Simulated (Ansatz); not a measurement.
# Bi2Te2PbS2 (R-3m): the G0W0 gap against the k mesh

Aim: the G0W0 gap of Bi2Te2PbS2 (R-3m) on a series of meshes, at fixed bands and cutoff.

Main program and level: Ansatz 0.2.0; G0W0 on PBE, plane waves, PAW; PAW set soft_1.

This is a report of a sequence of runs, with most program output left out.

### 1. The starting structure

Symmetry: R-3m, No. 166, trigonal system. Conventional cell: a = 4.270 Å, b = 4.270 Å, c = 40.413 Å, α = 90.00°, β = 90.00°, γ = 120.00°. Bi has 3 S at 3.02 Å and 3 Te at 3.04 Å nearest. Te has 3 Bi at 3.04 Å nearest. Nearest to Pb lie 6 S at 2.99 Å. Nearest to S lie 3 Pb at 2.99 Å and 3 Bi at 3.02 Å. Farther neighbours and most contacts between anions are not listed.

The cell and positions come from the Crystallography Open Database and are kept as given unless a step says otherwise. Spin-orbit coupling is left out unless a step names it.

### 2. The 2×2×2 mesh

Now the one-shot GW correction: screening in the RPA, then the self-energy of the levels asked for. This step takes PAW set soft_1 files.

Contents of input.yaml:

```yaml
crystal:
  lattice:
    - [2.13505, 1.2326716922, 13.4709566667]
    - [-2.13505, 1.2326716922, 13.4709566667]
    - [0.0, -2.4653433845, 13.4709566667]
  atoms:
    - { symbol: Bi, position: [0.58139, 0.58139, 0.58139] }
    - { symbol: Bi, position: [0.41861, 0.41861, 0.41861] }
    - { symbol: Te, position: [0.87066, 0.87066, 0.87066] }
    - { symbol: Te, position: [0.12934, 0.12934, 0.12934] }
    - { symbol: Pb, position: [0.0, 0.0, 0.0] }
    - { symbol: S, position: [0.29134, 0.29134, 0.29134] }
    - { symbol: S, position: [0.70866, 0.70866, 0.70866] }
kpoints:
  mp_grid: { grid: [2, 2, 2] }
hamiltonian:
  xc: pbe
  pseudopotentials: { kind: paw, azcp: { folder: soft_1 } }
scf:
  occupations: { method: fixed }
gw:
  n_empty_bands: 483
  ecut_chi: 100
  qp_bands: [v2, c2]
  qp_kpoints: band_edges
  screening: { model: contour_deformation }
```

Run with:

```bash
ansatz run input.yaml --threads 2 --pin off --max-ram 92160MiB --backend cuda --events-out ev --progress --plain --runs-dir out --devices 1 --max-vram 13GiB
```

The job ended after 16 s (1 × NVIDIA H100 80GB HBM3 (shared by 6 runs) with 2 threads of AMD EPYC 7R13 (Zen 3), shared host; peak memory 1.6 GiB).

Numbers from this step:

```
bands summed                                 : 527
RPA ε∞ on this mesh (eigenvalues)            : 39.67, 39.67, 122.7
plane waves in the screening matrix          : 483
q-points in the mesh                         : 8
G0W0 gap on the mesh                         : 0.5511 eV
k of the valence top                         : -0.5, -0.5, -0.5
k of the conduction bottom                   : -0.5, -0.5, -0.5
starting gap on the mesh                     : 0.3382 eV
Z at the valence top                         : 0.7623
Z at the conduction bottom                   : 0.7763
least direct G0W0 gap on the computed points : 0.5511 eV
```

The gap on the mesh goes from 0.34 eV to 0.55 eV, a correction of +0.21 eV. Between the two edge states, bare exchange in place of the xc potential would open the gap by 2.93 eV, and correlation takes back 2.72 eV.

### 3. The 4×4×4 mesh

A second mesh at equal bands and cutoff isolates the sampling error.

input.yaml, as its differences from that of step 2:

```diff
@@ -14,3 +14,3 @@
 kpoints:
-  mp_grid: { grid: [2, 2, 2] }
+  mp_grid: { grid: [4, 4, 4] }
 hamiltonian:
```

The job ended after 80 s (1 × NVIDIA H100 80GB HBM3 (shared by 6 runs) with 2 threads; peak memory 2.3 GiB; 2.2 min of CPU time).

This step gave:

* bands summed: 527
* RPA ε∞ on this mesh (eigenvalues): 20.10, 20.10, 29.92
* plane waves in the screening matrix: 483
* q-points in the mesh: 64
* G0W0 gap on the mesh: 0.5793 eV
* k of the valence top: -0.5, -0.5, -0.5
* k of the conduction bottom: -0.5, -0.5, -0.5
* starting gap on the mesh: 0.3393 eV
* Z at the valence top: 0.7721
* Z at the conduction bottom: 0.7946
* least direct G0W0 gap on the computed points: 0.5793 eV

Against the run with 2×2×2 mesh, 483 empty bands, screening to 100 eV, PAW set soft_1 files, the gap moves by +0.03 eV.

### 4. The 6×6×6 mesh

input.yaml, as its differences from that of step 3:

```diff
@@ -14,3 +14,3 @@
 kpoints:
-  mp_grid: { grid: [4, 4, 4] }
+  mp_grid: { grid: [6, 6, 6] }
 hamiltonian:
```

The job ended after 12 min (1 × NVIDIA H100 80GB HBM3 (shared by 6 runs) with 2 threads; peak memory 3.9 GiB; 22 min of CPU time).

This step gave:

```yaml
bands_summed: 527
rpa_eps_infinity_on_this_mesh_eigenvalues: 19.56, 19.56, 19.69
plane_waves_in_the_screening_matrix: 483
g0w0_gap_on_the_mesh: 0.5811 eV
k_of_the_valence_top: -0.5, -0.5, -0.5
k_of_the_conduction_bottom: -0.5, -0.5, -0.5
starting_gap_on_the_mesh: 0.3381 eV
least_direct_g0w0_gap_on_the_computed_points: 0.5811 eV
```

Against the run with 4×4×4 mesh, 483 empty bands, screening to 100 eV, PAW set soft_1 files, the gap moves by +0.002 eV.

### 5. The meshes together

Times are wall times on 1 × NVIDIA H100 80GB HBM3 (shared by 6 runs) with 2 threads of AMD EPYC 7R13 (Zen 3), shared host, good to a factor of about two.

```tsv
mesh	points	irreducible	start (eV)	G0W0 (eV)	shift (eV)	RPA ε∞ (mean)	time
2×2×2	8	4	0.338	0.551	+0.213	67.33	16 s
4×4×4	64	13	0.339	0.579	+0.240	23.38	80 s
6×6×6	216	32	0.338	0.581	+0.243	19.60	12 min
```

### 6. Outcome

```
2×2×2    : 0.551 eV (shift +0.213)
4×4×4    : 0.579 eV (shift +0.240)
6×6×6    : 0.581 eV (shift +0.243)
settings : PBE start, 483 empty bands, 100 eV
```

The shift is +0.21 eV on 2×2×2 and +0.24 eV on 6×6×6; the last step moves it by +0.003 eV. The RPA ε∞ (mean) ranges from 19.60 to 67.33 and ends at 19.60; the coarsest mesh overstates it. From 8 to 216 points the time grows 45-fold. Bands and cutoff are modest here, so the values stand off the basis limit. Where an edge is built on 6p states of lead, bismuth or thallium, scalar-relativistic gaps usually stand too wide, by a few tenths to over one eV. With atoms this heavy and so narrow a gap, spin-orbit coupling can invert the bands. These scalar-relativistic gaps are then model values, not to be set against experiment, and a spin-orbit change taken from DFT can't simply be added. The program marks a band-edge row as in doubt, so the gap is less sure than its digits.

[Paths, hosts, dates, memory and timing lines, banners, echoed tables and standing remarks are left out of the program output.]

[Logs are printed without paths, hosts, clocks, repeated set-up lines and the standing remarks that a program may print on its own settings, such as how far it seeks lower states.]

[Runs of the session that timed out or met a known fault of the program may be left out.]

[Cells called generated may have been cut or substituted from an entry of the Crystallography Open Database or the Materials Project.]

[Hosts, paths, dates, database ids (printed as entryN), source tags and the programs' standing remarks are cut or masked in the printed files.]
